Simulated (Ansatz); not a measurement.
# O on W(110): change of the work function

Wanted: Δφ(θ) for O/W(110), starting from the hollow site.

Main program and level: Ansatz 0.2.0; plane-wave DFT, PBE, Ansatz PAW.

The raw output is cut from this account; settings, times and results stay.

### Step 1. The system as given

The cell holds 4 atoms: 4 W. Cell: a = 2.737 Å, b = 2.737 Å, c = 24.703 Å, α = 90.0°, β = 90.0°, γ = 70.5°. Vacuum lies along c.

### Step 2. The clean slab

The bare slab comes first, as the zero from which every change is counted. The two lowest layers are held at bulk places and the upper ones relax. The dipole correction removes the false field that a one-sided slab makes across the periodic vacuum, so each face gets a flat vacuum level of its own.

File input.yaml:

```yaml
crystal:
  lattice:
    - [2.2344574285, -1.58, 0.0]
    - [2.2344574285, 1.58, 0.0]
    - [0.0, 0.0, 24.7033722856]
  atoms:
    - { symbol: W, position: [0.0, 0.0, 0.3643227287] }
    - { symbol: W, position: [0.5, 0.5, 0.4547742429] }
    - { symbol: W, position: [0.0, 0.0, 0.5452257571] }
    - { symbol: W, position: [0.5, 0.5, 0.6356772713] }
kpoints:
  mp_grid: { grid: [12, 12, 1] }
hamiltonian:
  xc: pbe
scf:
  occupations: { method: fermi_dirac, width: 0.1 }
  convergence: { dr2_threshold: 1.0e-08 }
efield:
  axis: 3
  dipole_correction: true
  ramp_position: 0.97
  ramp_width: 0.06
relax:
  f_tol: 0.02
  max_steps: 60
  constraints: [{ sites: [0, 1] }]
output:
  write_potential: true
  write_density: true
  volumetric_format: npy
```

Run with:

```sh
$ ansatz run input.yaml --threads 4 --pin off --max-ram 16384MiB --backend cpu --events-out ev --progress --plain --runs-dir out
```

It took 29 s on 4 threads of Arm Neoverse V1, shared host; peak memory 0.59 GiB; 1.9 min of CPU time.

Step by step:

```
step  energy less that of the first step (eV)  largest force component (eV/Å)
   1                                   0.0000                          0.6535
   2                                   0.0440                          1.3654
   3                                  -0.0126                          0.0900
   4                                  -0.0130                          0.0113
```

Relaxation step 2 was tried and not accepted.

The run keeps the 4 symmetry operations that the program found, so distortions that break them were not tested.

The atoms that moved most (Å):

```
atom     dx     dy     dz  length
  W3  0.000  0.000  0.038   0.038
```

Final coordinates:

```cif
data_structure
_symmetry_space_group_name_H-M 'P 1'
_symmetry_Int_Tables_number 1
_cell_length_a 2.7366
_cell_length_b 2.7366
_cell_length_c 24.7034
_cell_angle_alpha 90.000
_cell_angle_beta 90.000
_cell_angle_gamma 70.529
_cell_volume 174.43
loop_
_atom_site_label
_atom_site_type_symbol
_atom_site_fract_x
_atom_site_fract_y
_atom_site_fract_z
_atom_site_occupancy
W1 W 0.00000 0.00000 0.36432 1
W2 W 0.50000 0.50000 0.45477 1
W3 W 0.00000 0.00000 0.54676 1
W4 W 0.50000 0.50000 0.63550 1
```

This step gave:

| Property | Result |
| --- | --- |
| energy at zero smearing | -41536.4168 eV |
| work function, upper face | 4.845 eV |
| work function, lower face | 4.899 eV |
| dipole along the normal | 0.002118 e·Å |
| step between the vacuum levels | -0.05428 eV |

Running mean over 2.234 Å of the planar mean; the ramp of the sawtooth is left out. The electron's electrostatic potential energy less the Fermi level by z:

```
z (Å)  electron's electrostatic potential energy less the Fermi level (eV)
  3.5                                                                 4.90
  4.0                                                                 4.90
  4.5                                                                 4.90
  5.0                                                                 4.89
  5.5                                                                 4.86
  6.0                                                                 4.75
  6.5                                                                 4.41
  7.0                                                                 3.30
  7.5                                                               -0.135
  8.0                                                                -5.75
  8.5                                                                -10.5
  9.0                                                                -12.2
  9.5                                                                -12.5
 10.0                                                                -12.6
 10.5                                                                -12.7
 11.0                                                                -12.7
 11.5                                                                -12.7
 12.0                                                                -12.5
 12.5                                                                -12.4
 13.0                                                                -12.6
 13.5                                                                -12.8
 14.0                                                                -13.0
 14.5                                                                -13.1
 15.0                                                                -12.9
 15.5                                                                -12.5
 16.0                                                                -11.5
 16.5                                                                -7.95
 17.0                                                                -2.27
 17.5                                                                 2.24
 18.0                                                                 4.06
 18.5                                                                 4.61
 19.0                                                                 4.78
 19.5                                                                 4.82
 20.0                                                                 4.84
 20.5                                                                 4.84
 21.0                                                                 4.84
 21.5                                                                 4.84
```

The relaxation took 4 steps and lowered the energy by 0.013 eV; the largest force on the free atoms ends at 0.011 eV/Å.

The work function of the upper face is 4.84 eV.

### Step 3. The covered slab, k-mesh 4×4×1, coverage 0.111 ML

System of this step: W36O (O/W(110)). The cell holds 37 atoms: 36 W and 1 O. Its edges and angles: a = 8.210 Å, b = 8.210 Å, c = 26.490 Å, α = 90.0°, β = 90.0°, γ = 70.5°. Vacuum lies along c.

The clean slab as it ended is repeated in the plane and the adsorbate is set on one face; the cell's size fixes the coverage, and the k-mesh shrinks with it to keep the sampling density about even. Adsorbate and upper layers relax, since the dipole depends on the height.

File input.yaml:

```yaml
crystal:
  lattice:
    - [6.7033722855, -4.74, 0.0]
    - [6.7033722855, 4.74, 0.0]
    - [0.0, 0.0, 26.4895793065]
  atoms:
    - { symbol: W, position: [0.0, 0.0, 0.3397562451] }
    - { symbol: W, position: [0.1666666667, 0.1666666667, 0.4241085636] }
    - { symbol: W, position: [0.0, 0.0, 0.5098907966] }
    - { symbol: W, position: [0.1666666667, 0.1666666667, 0.5926466932] }
    - { symbol: W, position: [0.0, 0.3333333333, 0.3397562451] }
    - { symbol: W, position: [0.1666666667, 0.5, 0.4241085636] }
    - { symbol: W, position: [0.0, 0.3333333333, 0.5098907966] }
    - { symbol: W, position: [0.1666666667, 0.5, 0.5926466932] }
[... 25 atom lines left out ...]
    - { symbol: W, position: [0.8333333333, 0.8333333333, 0.4241085636] }
    - { symbol: W, position: [0.6666666667, 0.6666666667, 0.5098907966] }
    - { symbol: W, position: [0.8333333333, 0.8333333333, 0.5926466932] }
    - { symbol: O, position: [0.28, 0.28, 0.6602437549] }
kpoints:
  mp_grid: { grid: [4, 4, 1] }
hamiltonian:
  xc: pbe
scf:
  occupations: { method: fermi_dirac, width: 0.1 }
  convergence: { dr2_threshold: 1.0e-08 }
efield:
  axis: 3
  dipole_correction: true
  ramp_position: 0.97
  ramp_width: 0.06
relax:
  f_tol: 0.02
  max_steps: 60
  constraints:
    - { sites: [0, 1, 4, 5, 8, 9, 12, 13, 16, 17, 20, 21, 24, 25, 28, 29, 32, 33] }
output:
  write_potential: true
  write_density: true
  volumetric_format: npy
```

Run time: 22 min. Hardware: 4 threads; peak memory 9.3 GiB.

Step by step:

```
step  energy less that of the first step (eV)  largest force component (eV/Å)
   1                                   0.0000                          4.6365
   2                                  -1.1298                          3.2603
   3                                  -1.5962                          0.8284
   4                                  -1.6911                          0.3067
   5                                  -1.7117                          0.1667
   6                                  -1.7170                          0.0420
   7                                  -1.7172                          0.0097
```

The run keeps the 2 symmetry operations that the program found, so distortions that break them were not tested.

The atoms that moved most (Å):

```
atom      dx      dy      dz  length
 O37   0.089   0.000  -0.544   0.551
 W20   0.085   0.000  -0.022   0.088
 W16   0.020   0.008   0.056   0.060
  W8   0.020  -0.008   0.056   0.060
  W4  -0.037   0.000   0.014   0.040
 W32   0.021   0.001  -0.017   0.027
 W24   0.021  -0.001  -0.017   0.027
 W36   0.022   0.000  -0.014   0.027
```

The relaxed structure:

```cif
data_structure
_symmetry_space_group_name_H-M 'P 1'
_symmetry_Int_Tables_number 1
_cell_length_a 8.2099
_cell_length_b 8.2099
_cell_length_c 26.4896
_cell_angle_alpha 90.000
_cell_angle_beta 90.000
_cell_angle_gamma 70.529
_cell_volume 1683.36
loop_
_atom_site_label
_atom_site_type_symbol
_atom_site_fract_x
_atom_site_fract_y
_atom_site_fract_z
_atom_site_occupancy
W1 W 0.00000 0.00000 0.33976 1
W2 W 0.16667 0.16667 0.42411 1
W3 W 0.00029 0.00029 0.50954 1
W4 W 0.16388 0.16388 0.59317 1
W5 W 0.00000 0.33333 0.33976 1
W6 W 0.16667 0.50000 0.42411 1
W7 W 0.00073 0.33405 0.51004 1
W8 W 0.16902 0.50070 0.59476 1
W9 W 0.00000 0.66667 0.33976 1
W10 W 0.16667 0.83333 0.42411 1
W11 W 0.00037 0.66784 0.50957 1
W12 W 0.16776 0.83364 0.59241 1
W13 W 0.33333 0.00000 0.33976 1
W14 W 0.50000 0.16667 0.42411 1
W15 W 0.33405 0.00073 0.51004 1
W16 W 0.50070 0.16902 0.59476 1
W17 W 0.33333 0.33333 0.33976 1
W18 W 0.50000 0.50000 0.42411 1
W19 W 0.33377 0.33377 0.51040 1
W20 W 0.50633 0.50633 0.59182 1
W21 W 0.33333 0.66667 0.33976 1
W22 W 0.50000 0.83333 0.42411 1
W23 W 0.33250 0.66737 0.50987 1
W24 W 0.50166 0.83476 0.59200 1
W25 W 0.66667 0.00000 0.33976 1
W26 W 0.83333 0.16667 0.42411 1
W27 W 0.66784 0.00037 0.50957 1
W28 W 0.83364 0.16776 0.59241 1
W29 W 0.66667 0.33333 0.33976 1
W30 W 0.83333 0.50000 0.42411 1
W31 W 0.66737 0.33250 0.50987 1
W32 W 0.83476 0.50166 0.59200 1
W33 W 0.66667 0.66667 0.33976 1
W34 W 0.83333 0.83333 0.42411 1
W35 W 0.66697 0.66697 0.50974 1
W36 W 0.83499 0.83499 0.59210 1
O37 O 0.28663 0.28663 0.63971 1
```

This step gave:

* energy at zero smearing: -374396.7583 eV
* work function, upper face: 4.863 eV
* work function, lower face: 4.903 eV
* dipole along the normal: 0.01401 e·Å
* step between the vacuum levels: -0.03989 eV

Running mean over 2.234 Å of the planar mean; the ramp of the sawtooth is left out. Table of electron's electrostatic potential energy less the Fermi level by z:

```
z (Å)  electron's electrostatic potential energy less the Fermi level (eV)
    4                                                                 4.90
    5                                                                 4.89
    6                                                                 4.76
    7                                                                 3.27
    8                                                                -5.75
    9                                                                -12.2
   10                                                                -12.6
   11                                                                -12.7
   12                                                                -12.5
   13                                                                -12.6
   14                                                                -12.9
   15                                                                -12.9
   16                                                                -11.9
   17                                                                -2.81
   18                                                                 3.81
   19                                                                 4.79
   20                                                                 4.86
   21                                                                 4.86
   22                                                                 4.86
   23                                                                 4.86
```

The relaxation took 7 steps and lowered the energy by 1.7 eV; the largest force on the free atoms ends at 0.0097 eV/Å.

The covered face has 4.86 eV, +0.02 eV against the clean one; the bare back face has moved by +0.00 eV, a measure of how thin the slab is.

[end of part 1 of 2]

[Long decimals in the printed logs are rounded to 6 places.]

[Logs are printed without paths, hosts, clocks, repeated set-up lines and the standing remarks that a program may print on its own settings, such as how far it seeks lower states.]

[Hosts, paths, dates, database ids (printed as entryN), source tags and the programs' standing remarks are cut or masked in the printed files.]

[Maps of the electrostatic potential energy from Ansatz leave out the sawtooth potential of an applied field or a dipole correction, so their vacuum need not be flat; planar profiles and work functions include it.]
